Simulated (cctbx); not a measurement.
# Occupancies in Al2CuS4

Cell a = 10.0380 Å, b = 10.0380 Å, c = 10.0380 Å, α = 90.00°, β = 90.00°, γ = 90.00°; space group Fd-3m (no. 227, origin choice 1); nominal formula Al2CuS4.

Simulated single-crystal data (cctbx): Ag Kα, λ = 0.56087 Å, to d = 0.7 Å, 80 % of the full sphere, strongest reflection 40000 counts, noise from counting, a 6 % proportional error and a noise floor of 4 counts (s.d.); no absorption.

With every site full:

```text
Rint 0.048, 98 unique reflections to 0.70 A
cycle     R1     wR2    GooF  max shift (A)
   1  0.0464  0.1110   6.586   0.00077
   2  0.0169  0.0414   2.454   0.00000
final R1 0.0169 wR2 0.0414 GooF 2.454  parameters 6  data/parameter 16.3
atom        x        y        z      Ueq    occ   su(xyz)  su(Uiso or U11)
Cu1    0.50000  0.00000  0.50000   0.0164  1.000  0.00000  0.0002
S1     0.63914  0.13914  0.36086   0.0152  1.000  0.00004  0.0002
Al1    0.37500  0.62500  0.37500   0.0163  1.000  0.00000  0.0003
difference map: max 0.70 min -0.50 rms 0.10
Q1    0.1240  0.1240  0.3760   32    0.73  0.23 A from S1
Q2    0.1250  0.1250  0.6250   16    0.49  0.00 A from Al1
Q3    0.1250  0.1250  0.1250   16    0.25  2.17 A from Cu1
Q4    0.0587  0.0587  0.9413   32    0.17  1.02 A from Cu1
Q5    0.0567  0.0567  0.0567   32    0.12  0.99 A from Cu1
Q6    0.0195  0.1179  0.8821   96    0.11  1.24 A from S1
```

With the occupancies of the suspect sites free, each still typed as its main element:

```text
Rint 0.048, 98 unique reflections to 0.70 A
cycle     R1     wR2    GooF  max shift (A)
   1  0.0508  0.0962   5.737   0.00013
  11  0.0082  0.0156   0.931   0.00001
final R1 0.0082 wR2 0.0156 GooF 0.929  parameters 7  data/parameter 14.0
atom        x        y        z      Ueq    occ   su(xyz)  su(Uiso or U11)
Cu1    0.50000  0.00000  0.50000   0.0154  0.945  0.00000  0.0001
S1     0.63910  0.13910  0.36090   0.0165  1.000  0.00001  0.0001
Al1    0.37500  0.62500  0.37500   0.0175  1.000  0.00000  0.0001
su of occupancy Cu1: 0.002
difference map: max 0.18 min -0.12 rms 0.04
Q1    0.1250  0.1250  0.1250   16    0.20  2.17 A from Cu1
Q2    0.9957  0.0537  0.4463   96    0.11  1.41 A from S1
Q3    0.0538  0.0538  0.9462   32    0.10  0.94 A from Cu1
Q4    0.0140  0.1922  0.1922   96    0.09  1.71 A from S1
Q5    0.1186  0.1186  0.8814   32    0.09  0.36 A from S1
Q6    0.0507  0.0507  0.0507   32    0.08  0.88 A from Cu1
```

**Question.** What is the disorder?

X-rays count electrons. Cu1 refines to 0.945(0.002), or 27.4 electrons; the site truly holds 0.94 Cu, 27.3 electrons, which is 0.940 of Cu. A value under 1 can't tell vacancies from a lighter guest, and one over 1 needs a heavier guest; chemistry or a second radiation must settle which. Occupancy correlates with U and the scale, so the match is approximate.

Freeing them takes R1 from 0.0169 to 0.0082 and GooF from 2.45 to 0.93.

The model is made up (kin elements in a known structure type, no relaxation), so it says nothing on whether the phase exists.

[Middle refinement cycles are left out of these outputs.]

[Logs are printed without paths, hosts, clocks, repeated set-up lines and the standing remarks that a program may print on its own settings, such as how far it seeks lower states.]
